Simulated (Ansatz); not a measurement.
## Lattice dynamics of MoSeS monolayer, Janus

How does MoSeS monolayer, Janus vibrate, and is this structure a minimum?

Program: Ansatz 0.2.0. Level of theory: DFT PBEsol, scalar-relativistic, plane waves, PAW; PAW set soft_1. Results are calculated unless marked as measured.

Most raw output is cut from this account.

### Step 1. The structure

The cell holds 3 atoms: 1 Mo, 1 S and 1 Se. Its edges and angles: a = 3.300 Å, b = 3.300 Å, c = 20.000 Å, α = 90.0°, β = 90.0°, γ = 120.0°. It derives from MoSeS. Vacuum lies along c.

Structure file:

```cif
data_structure
_symmetry_space_group_name_H-M 'P 1'
_symmetry_Int_Tables_number 1
_cell_length_a 3.3000
_cell_length_b 3.3000
_cell_length_c 20.0000
_cell_angle_alpha 90.000
_cell_angle_beta 90.000
_cell_angle_gamma 120.000
_cell_volume 188.62
loop_
_atom_site_label
_atom_site_type_symbol
_atom_site_fract_x
_atom_site_fract_y
_atom_site_fract_z
_atom_site_occupancy
Mo1 Mo 0.33333 0.66667 0.50000 1
S2 S 0.66667 0.33333 0.58000 1
Se3 Se 0.66667 0.33333 0.41500 1
```

### Step 2. Coarse relaxation

The start is far from rest, so a relaxation with loose tolerances brings it close first.

The program solves this slab on a cell height of its own, 30.4 Å, in place of the one typed.

input.yaml

```yaml
crystal:
  lattice:
    - [3.3, 0.0, 0.0]
    - [-1.65, 2.85788, 0.0]
    - [0.0, 0.0, 20.0]
  atoms:
    - { symbol: Mo, position: [0.333333, 0.666667, 0.5] }
    - { symbol: S, position: [0.666667, 0.333333, 0.58] }
    - { symbol: Se, position: [0.666667, 0.333333, 0.415] }
  periodic: [true, true, false]
kpoints:
  mp_grid: { grid: [9, 9, 1] }
hamiltonian:
  xc: pbesol
  pseudopotentials: { kind: paw, azcp: { folder: soft_1 }, xc_functional: pbe }
scf:
  occupations: { method: gaussian, width: 0.1 }
output:
  forces: true
  stress: true
  eigenvalues: true
relax:
  adjacent_minimum: "off"
  f_tol: 0.05
  max_steps: 80
  cell: { stress_2d_tol: 0.02 }
```

On the command line:

```bash
$ ansatz run input.yaml --threads 8 --pin off --max-ram 16384MiB --backend cpu --events-out ev --progress --plain --runs-dir out
```

Elapsed: 10 s, on 8 threads of Arm Neoverse V1, shared host; peak memory 0.76 GiB; 72 s of CPU time.

Relaxation path:

```tsv
step	energy less that of the first step (eV)	largest force component (eV/Å)	volume (Å³)
1	0.0000	1.6052	286.70
2	-0.1302	1.0418	270.38
3	-0.1762	0.2169	267.86
4	-0.1798	0.0286	270.56
5	-0.1799	0.0022	270.09
6*	-0.1794	0.0025	270.09
```

Relaxation steps marked * repeat the geometry before them on a plane-wave basis chosen anew for their cell, so energy and pressure can jump there.

Forces are held to the 6 operations that the run works with; a distortion that breaks them can't arise in this run.

```tsv
cell as run	before	after	change
a (Å)	3.300	3.203	-2.9 %
b (Å)	3.300	3.203	-2.9 %
```

The atoms that moved most (Å, along periodic axes as changes of fractional coordinates times the final cell, across vacuum about the mean position):

```tsv
atom	dx	dy	dz	length
S2	0.000	0.000	-0.051	0.051
Se3	0.000	0.000	0.027	0.027
Mo1	0.000	0.000	0.024	0.024
```

The relaxed structure:

```xyz
3
Lattice="3.2030 0.0000 0.0000 -1.6015 2.7739 0.0000 0.0000 0.0000 30.4000" Properties=species:S:1:pos:R:3
Mo    0.0000    1.8492   10.0243
S     1.6015    0.9246   11.5487
Se    1.6015    0.9246    8.3270
```

Numbers from this step:

```yaml
gap_on_the_k_mesh: 1.702 eV
direct_gap_on_mesh: 1.702 eV
area_per_atom: 2.962 Å²
```

The relaxation ends with a largest force component of 0.0025 eV/Å.

### Step 3. Bringing the structure to rest

The cell and atoms are relaxed, since residual forces and stress would shift the frequencies.

input.yaml

```yaml
crystal:
  lattice:
    - [3.202970817, 0.0, 0.0]
    - [-1.6014854085, 2.7738540951, 0.0]
    - [0.0, 0.0, 30.4]
  atoms:
    - { symbol: Mo, position: [0.3333333333, 0.6666666667, 0.329746309] }
    - { symbol: S, position: [0.6666666667, 0.3333333333, 0.3798918457] }
    - { symbol: Se, position: [0.6666666667, 0.3333333333, 0.2739144768] }
  periodic: [true, true, false]
kpoints:
  mp_grid: { grid: [12, 12, 1] }
hamiltonian:
  xc: pbesol
  pseudopotentials: { kind: paw, azcp: { folder: soft_1 }, xc_functional: pbe }
scf:
  occupations: { method: gaussian, width: 0.02 }
output:
  forces: true
  stress: true
  eigenvalues: true
  write_density: true
  write_potential: true
  elf: true
  volumetric_format: npy
relax:
  adjacent_minimum: "off"
  f_tol: 0.005
  max_steps: 80
  cell: { stress_2d_tol: 0.02 }
```

The job ended after 5.8 s (8 threads; peak memory 0.76 GiB).

Little changed from the start: no atom moved by 0.005 Å and no cell edge by 0.1 %.

Electrostatic potential energy in the ac plane at fractional y = 0.333, with atoms of S and Se within 0.2 Å of it. With pseudopotentials it is smooth inside the atoms' cores, unlike the true potential.

Values in eV, 24 rows by 14 columns, each cell a mean:
```
  0   0   0   0   0   0   0   0   0   0   0   0   0   0
  0   0   0   0   0   0   0   0   0   0   0   0   0   0
  0   0   0   0   0   0   0   0   0   0   0   0   0   0
  0   0   0   0   0   0   0   0   0   0   0   0   0   0
  0   0   0   0   0   0   0   0   0   0   0   0   0   0
  0   0   0   0   0   0   0   0   0   0   0   0   0   0
  0   0   0   0   0   0   0   0   0   0   0   0   0   0
  0   0   0   0   0   0   0   0   0   0   0   0   0   0
  0   0   0   0   0   0   0   0   0   0   0   0   0   0
  0   0   0   0   0   0   0   0   0   0   0   0   0   0
  0   0   0   0   0   0   0   0   0   0   0   0   0   0
  0   0   0   0   0   0   0   0   0   0   0   0   0   0
  0   0   0   0   0   0   0   0   0   0   0   0   0   0
  0   0   0   0   0   0   0  -1  -1  -1  -1  -1  -1   0
 -5  -3  -2  -2  -3  -8 -16 -20 -21 -22 -22 -21 -18 -12
-10 -12 -13 -13 -11 -10 -12 -14 -15 -15 -15 -14 -13 -10
-11 -13 -14 -14 -12 -10 -11 -12 -13 -13 -13 -13 -12 -10
 -8  -4  -3  -3  -6 -13 -21 -19 -11  -7  -8 -15 -21 -17
 -1  -1  -1  -1  -1  -2  -2  -3  -4  -5  -5  -4  -3  -2
  0   0   0   0   0   0   0   0   0   0   0   0   0   0
  0   0   0   0   0   0   0   0   0   0   0   0   0   0
  0   0   0   0   0   0   0   0   0   0   0   0   0   0
  0   0   0   0   0   0   0   0   0   0   0   0   0   0
  0   0   0   0   0   0   0   0   0   0   0   0   0   0
```
Columns run along a (3.2 Å; values clipped at the 3rd and 97th percentile), rows up along c (30.4 Å). Atoms in or near the plane, at fractional coordinates: S at (0.67, 0.38), Se at (0.67, 0.27).

Valence density in the ac plane at fractional y = 0.333, with atoms of S and Se within 0.2 Å of it. It is the smooth field of the valence electrons, not physical close to the nuclei.

Values in e/Å³, 24 rows by 14 columns, each cell a mean:
```
 0  0  0  0  0  0  0  0  0  0  0  0  0  0
 0  0  0  0  0  0  0  0  0  0  0  0  0  0
 0  0  0  0  0  0  0  0  0  0  0  0  0  0
 0  0  0  0  0  0  0  0  0  0  0  0  0  0
 0  0  0  0  0  0  0  0  0  0  0  0  0  0
 0  0  0  0  0  0  0  0  0  0  0  0  0  0
 0  0  0  0  0  0  0  0  0  0  0  0  0  0
 0  0  0  0  0  0  0  0  0  0  0  0  0  0
 0  0  0  0  0  0  0  0  0  0  0  0  0  0
 0  0  0  0  0  0  0  0  0  0  0  0  0  0
 0  0  0  0  0  0  0  0  0  0  0  0  0  0
 0  0  0  0  0  0  0  0  0  0  0  0  0  0
 0  0  0  0  0  0  0  0  0  0  0  0  0  0
 0  0  0  0  0  0  0  0  0  0  0  0  0  0
 0  0  0  0  0  0  1  1  1  1  1  1  1  1
 0  0  0  0  0  0  1  1  1  1  1  1  1  0
 0  0  0  0  0  0  0  1  1  1  1  1  1  0
 0  0  0  0  0  0  1  3 11 22 17  6  2  1
 0  0  0  0  0  0  0  0  0  0  0  0  0  0
 0  0  0  0  0  0  0  0  0  0  0  0  0  0
 0  0  0  0  0  0  0  0  0  0  0  0  0  0
 0  0  0  0  0  0  0  0  0  0  0  0  0  0
 0  0  0  0  0  0  0  0  0  0  0  0  0  0
 0  0  0  0  0  0  0  0  0  0  0  0  0  0
```
Columns run along a (3.2 Å), rows up along c (30.4 Å). Atoms in or near the plane, at fractional coordinates: S at (0.67, 0.38), Se at (0.67, 0.27).

ELF in the ac plane at fractional y = 0.333, with atoms of S and Se within 0.2 Å of it. It is the smooth field of the valence electrons, not physical close to the nuclei.

Ten even steps from '0' (0.00) to '9' (0.84), each cell a mean:
```
00000000000000000
00000000000000000
00000000000000000
00000000000000000
00000000000000000
00000000000000000
00000000000000000
00000000000000000
00000000000000000
00000000000000000
00000000000000000
00000000000000000
00000000000000000
20000124678887754
74112589986556999
43222345665556665
33222345555555554
75213689875446898
31000146789999875
00000000011111100
00000000000000000
00000000000000000
00000000000000000
00000000000000000
```
Columns run along a (3.2 Å), rows up along c (30.4 Å). Atoms in or near the plane, at fractional coordinates: S at (0.67, 0.38), Se at (0.67, 0.27).

### Step 4. Tight relaxation

Phonons need a cell at rest on their own settings, so the relaxation is repeated with tight tolerances on forces and stress, using the mesh and the filling of the phonon run that follows.

Edit input.yaml of step 3 so:

```diff
@@ -16,3 +16,3 @@
 scf:
-  occupations: { method: gaussian, width: 0.02 }
+  occupations: { method: fixed }
 output:
@@ -27,4 +27,4 @@
   adjacent_minimum: "off"
-  f_tol: 0.005
-  max_steps: 80
-  cell: { stress_2d_tol: 0.02 }
+  f_tol: 0.001
+  max_steps: 60
+  cell: { stress_2d_tol: 0.002 }
```

Wall time 9.7 s (8 threads); peak memory 0.78 GiB.

Little changed from the start: no atom moved by 0.005 Å and no cell edge by 0.1 %.

This step gave:

| Quantity | Value |
| --- | --- |
| gap on the k-mesh | 1.701 eV |
| direct gap on mesh | 1.701 eV |

ELF in the ac plane at fractional y = 0.333, with atoms of S and Se within 0.2 Å of it. It is the smooth field of the valence electrons, not physical close to the nuclei.

Values, 24 rows by 14 columns, each cell a mean:
```
0.00 0.00 0.00 0.00 0.00 0.00 0.00 0.00 0.00 0.00 0.00 0.00 0.00 0.00
0.00 0.00 0.00 0.00 0.00 0.00 0.00 0.00 0.00 0.00 0.00 0.00 0.00 0.00
0.00 0.00 0.00 0.00 0.00 0.00 0.00 0.00 0.00 0.00 0.00 0.00 0.00 0.00
0.00 0.00 0.00 0.00 0.00 0.00 0.00 0.00 0.00 0.00 0.00 0.00 0.00 0.00
0.00 0.00 0.00 0.00 0.00 0.00 0.00 0.00 0.00 0.00 0.00 0.00 0.00 0.00
0.00 0.00 0.00 0.00 0.00 0.00 0.00 0.00 0.00 0.00 0.00 0.00 0.00 0.00
0.00 0.00 0.00 0.00 0.00 0.00 0.00 0.00 0.00 0.00 0.00 0.00 0.00 0.00
0.00 0.00 0.00 0.00 0.00 0.00 0.00 0.00 0.00 0.00 0.00 0.00 0.00 0.00
0.00 0.00 0.00 0.00 0.00 0.00 0.00 0.00 0.00 0.00 0.00 0.00 0.00 0.00
0.00 0.00 0.00 0.00 0.00 0.00 0.00 0.00 0.00 0.00 0.00 0.00 0.00 0.00
0.00 0.00 0.00 0.00 0.00 0.00 0.00 0.00 0.00 0.00 0.00 0.00 0.00 0.00
0.00 0.00 0.00 0.00 0.00 0.00 0.00 0.00 0.00 0.00 0.00 0.00 0.00 0.00
0.00 0.00 0.00 0.00 0.00 0.01 0.02 0.04 0.06 0.07 0.06 0.05 0.03 0.01
0.15 0.04 0.01 0.02 0.09 0.27 0.46 0.60 0.67 0.70 0.69 0.64 0.54 0.38
0.60 0.29 0.13 0.17 0.45 0.74 0.83 0.76 0.57 0.48 0.51 0.66 0.81 0.81
0.34 0.25 0.22 0.23 0.30 0.43 0.53 0.57 0.52 0.46 0.48 0.55 0.56 0.48
0.32 0.25 0.23 0.24 0.29 0.38 0.45 0.48 0.47 0.45 0.46 0.48 0.48 0.42
0.62 0.36 0.19 0.24 0.50 0.72 0.76 0.68 0.51 0.39 0.44 0.59 0.73 0.76
0.26 0.09 0.03 0.05 0.17 0.41 0.60 0.71 0.77 0.79 0.79 0.75 0.67 0.52
0.01 0.00 0.00 0.00 0.01 0.02 0.05 0.09 0.13 0.15 0.14 0.11 0.07 0.04
0.00 0.00 0.00 0.00 0.00 0.00 0.00 0.00 0.00 0.00 0.00 0.00 0.00 0.00
0.00 0.00 0.00 0.00 0.00 0.00 0.00 0.00 0.00 0.00 0.00 0.00 0.00 0.00
0.00 0.00 0.00 0.00 0.00 0.00 0.00 0.00 0.00 0.00 0.00 0.00 0.00 0.00
0.00 0.00 0.00 0.00 0.00 0.00 0.00 0.00 0.00 0.00 0.00 0.00 0.00 0.00
```
Columns run along a (3.2 Å), rows up along c (30.4 Å). Atoms in or near the plane, at fractional coordinates: S at (0.67, 0.38), Se at (0.67, 0.27).

Electrostatic potential energy in the ac plane at fractional y = 0.333, with atoms of S and Se within 0.2 Å of it. With pseudopotentials it is smooth inside the atoms' cores, unlike the true potential.

Values in eV, 24 rows by 14 columns, each cell a mean:
```
  0   0   0   0   0   0   0   0   0   0   0   0   0   0
  0   0   0   0   0   0   0   0   0   0   0   0   0   0
  0   0   0   0   0   0   0   0   0   0   0   0   0   0
  0   0   0   0   0   0   0   0   0   0   0   0   0   0
  0   0   0   0   0   0   0   0   0   0   0   0   0   0
  0   0   0   0   0   0   0   0   0   0   0   0   0   0
  0   0   0   0   0   0   0   0   0   0   0   0   0   0
  0   0   0   0   0   0   0   0   0   0   0   0   0   0
  0   0   0   0   0   0   0   0   0   0   0   0   0   0
  0   0   0   0   0   0   0   0   0   0   0   0   0   0
  0   0   0   0   0   0   0   0   0   0   0   0   0   0
  0   0   0   0   0   0   0   0   0   0   0   0   0   0
  0   0   0   0   0   0   0   0   0   0   0   0   0   0
  0   0   0   0   0   0   0  -1  -1  -1  -1  -1  -1   0
 -5  -3  -2  -2  -3  -8 -16 -20 -21 -22 -22 -21 -18 -12
-10 -12 -13 -13 -11 -10 -12 -14 -15 -15 -15 -14 -13 -10
-11 -13 -14 -14 -12 -10 -11 -12 -13 -13 -13 -13 -12 -10
 -8  -4  -3  -3  -6 -13 -21 -19 -11  -7  -8 -15 -21 -17
 -1  -1  -1  -1  -1  -2  -2  -3  -4  -5  -5  -4  -3  -2
  0   0   0   0   0   0   0   0   0   0   0   0   0   0
  0   0   0   0   0   0   0   0   0   0   0   0   0   0
  0   0   0   0   0   0   0   0   0   0   0   0   0   0
  0   0   0   0   0   0   0   0   0   0   0   0   0   0
  0   0   0   0   0   0   0   0   0   0   0   0   0   0
```
Columns run along a (3.2 Å; values clipped at the 3rd and 97th percentile), rows up along c (30.4 Å). Atoms in or near the plane, at fractional coordinates: S at (0.67, 0.38), Se at (0.67, 0.27).

Valence density in the ac plane at fractional y = 0.333, with atoms of S and Se within 0.2 Å of it. It is the smooth field of the valence electrons, not physical close to the nuclei.

Values in e/Å³, 24 rows by 14 columns, each cell a mean:
```
 0  0  0  0  0  0  0  0  0  0  0  0  0  0
 0  0  0  0  0  0  0  0  0  0  0  0  0  0
 0  0  0  0  0  0  0  0  0  0  0  0  0  0
 0  0  0  0  0  0  0  0  0  0  0  0  0  0
 0  0  0  0  0  0  0  0  0  0  0  0  0  0
 0  0  0  0  0  0  0  0  0  0  0  0  0  0
 0  0  0  0  0  0  0  0  0  0  0  0  0  0
 0  0  0  0  0  0  0  0  0  0  0  0  0  0
 0  0  0  0  0  0  0  0  0  0  0  0  0  0
 0  0  0  0  0  0  0  0  0  0  0  0  0  0
 0  0  0  0  0  0  0  0  0  0  0  0  0  0
 0  0  0  0  0  0  0  0  0  0  0  0  0  0
 0  0  0  0  0  0  0  0  0  0  0  0  0  0
 0  0  0  0  0  0  0  0  0  0  0  0  0  0
 0  0  0  0  0  0  1  1  1  1  1  1  1  1
 0  0  0  0  0  0  1  1  1  1  1  1  1  0
 0  0  0  0  0  0  0  1  1  1  1  1  1  0
 0  0  0  0  0  0  1  3 11 22 17  6  2  1
 0  0  0  0  0  0  0  0  0  0  0  0  0  0
 0  0  0  0  0  0  0  0  0  0  0  0  0  0
 0  0  0  0  0  0  0  0  0  0  0  0  0  0
 0  0  0  0  0  0  0  0  0  0  0  0  0  0
 0  0  0  0  0  0  0  0  0  0  0  0  0  0
 0  0  0  0  0  0  0  0  0  0  0  0  0  0
```
Columns run along a (3.2 Å), rows up along c (30.4 Å). Atoms in or near the plane, at fractional coordinates: S at (0.67, 0.38), Se at (0.67, 0.27).

The largest force component left is 0.14 meV/Å, within the tolerances set.

### Step 5. Linear response at the zone centre

The zone centre comes first: it holds the modes that light can see, as far as symmetry allows. The response to a homogeneous field gives the Born charges and the dielectric tensor, and its change with displacement the Raman tensors.

input.yaml, the sections that differ from step 4:

```yaml
crystal:
  lattice:
    - [3.2031080927, 0.0, 0.0]
    - [-1.6015540463, 2.7739729793, 0.0]
    - [0.0, 0.0, 30.4]
  atoms:
    - { symbol: Mo, position: [0.3333333333, 0.6666666667, 0.3297455868] }
    - { symbol: S, position: [0.6666666667, 0.3333333333, 0.3798939077] }
    - { symbol: Se, position: [0.6666666667, 0.3333333333, 0.2739131371] }
  periodic: [true, true, false]
output:
  eigenvalues: true
phonons:
  method: dfpt
  dielectric: true
  raman: true
# kpoints, hamiltonian, scf: as in step 4
# relax: removed
```

Wall time 7.1 min (8 threads); peak memory 4.4 GiB.

This step gave:

| Item | Value |
| --- | --- |
| sum-rule residual before enforcement | 8.07e-5 eV/Å² |
| miss of the charge sum rule | 0.001520 e |
| estimated error of the dielectric tensor | 0.01583 |
| estimated error of the Born charges | 0.01728 e |
| point group | 3m |
| highest optical mode at the zone centre (no LO-TO term) | 442.1 cm⁻¹ |
| lowest optical zone-centre mode | 207.0 cm⁻¹ |
| largest Born charge (third of the trace) | -1.046 e |

Without the LO-TO term. Patterns of degenerate modes are one choice out of their space. The modes at Γ (shares of kinetic energy by element, %):

```tsv
mode	frequency (cm⁻¹)	symmetry	Mo %	S %	Se %
1	0.0	acoustic	46	15	38
2	0.0	acoustic	46	15	38
3	0.0	acoustic	46	15	38
4	207.0	E	15	27	58
5	207.0	E	15	27	58
6	291.0	A1	20	20	60
7	354.8	E	39	57	4
8	354.8	E	39	57	4
9	442.1	A1	34	65	2
```

Displacements in mode 4 (207.0 cm⁻¹), the largest set to 1:
```
Mo1 -0.01 -0.43  0.00
S2  -0.01 -1.00  0.00
Se3  0.01  0.92  0.00
```

Displacements in mode 8 (354.8 cm⁻¹), the largest set to 1:
```
Mo1  0.00 -0.48  0.00
S2   0.00  1.00  0.00
Se3  0.00  0.17  0.00
```

High-frequency dielectric tensor, averaged over the cell of height 30.4 Å or as lengthened by the program, vacuum included. Tensor:

```tsv
	x	y	z
x	4.045	0	0
y	0	4.045	0
z	0	0	1.176
```

Born charge (rows field, columns displacement) (e), principal values of the symmetric part by kind of site:

```tsv
atom	atoms with these values	low	middle	high	mean
Mo1	1	-1.52	-1.52	-0.09	-1.05
S2	1	0.04	0.50	0.50	0.35
Se3	1	0.05	1.02	1.02	0.70
```

In full for Se3:

```
1.02 0.00 0.00
0.00 1.02 0.00
0.00 0.00 0.05
```

Transverse modes. Infrared lines, with heights relative to the strongest:

```tsv
position (cm⁻¹)	label	relative intensity
207	E	29
291	A1	0.0
355	E	100
442	A1	0.2
```

Activity x (w_L - w)^4 (n + 1)/w, 532 nm, 300 K; the tensors are static ones, while 532 nm light lies above the computed direct gap, where resonance would change the heights. Raman lines, with heights relative to the strongest:

```tsv
position (cm⁻¹)	label	relative intensity
207	E	1.8
291	A1	100
355	E	64
442	A1	8.1
```

Before it was imposed, the acoustic sum rule was missed by 8.1e-5 eV/Å² and the charge sum rule by 0.0015 e. Small misses are needed for a sound result but don't prove that mesh and cutoff are converged. The lowest optical mode is real, 207 cm⁻¹.

(Continued in part 2 of 2.)

[Logs are printed without paths, hosts, clocks, repeated set-up lines and the standing remarks that a program may print on its own settings, such as how far it seeks lower states.]

[Hosts, paths, dates, database ids (printed as entryN), source tags and the programs' standing remarks are cut or masked in the printed files.]
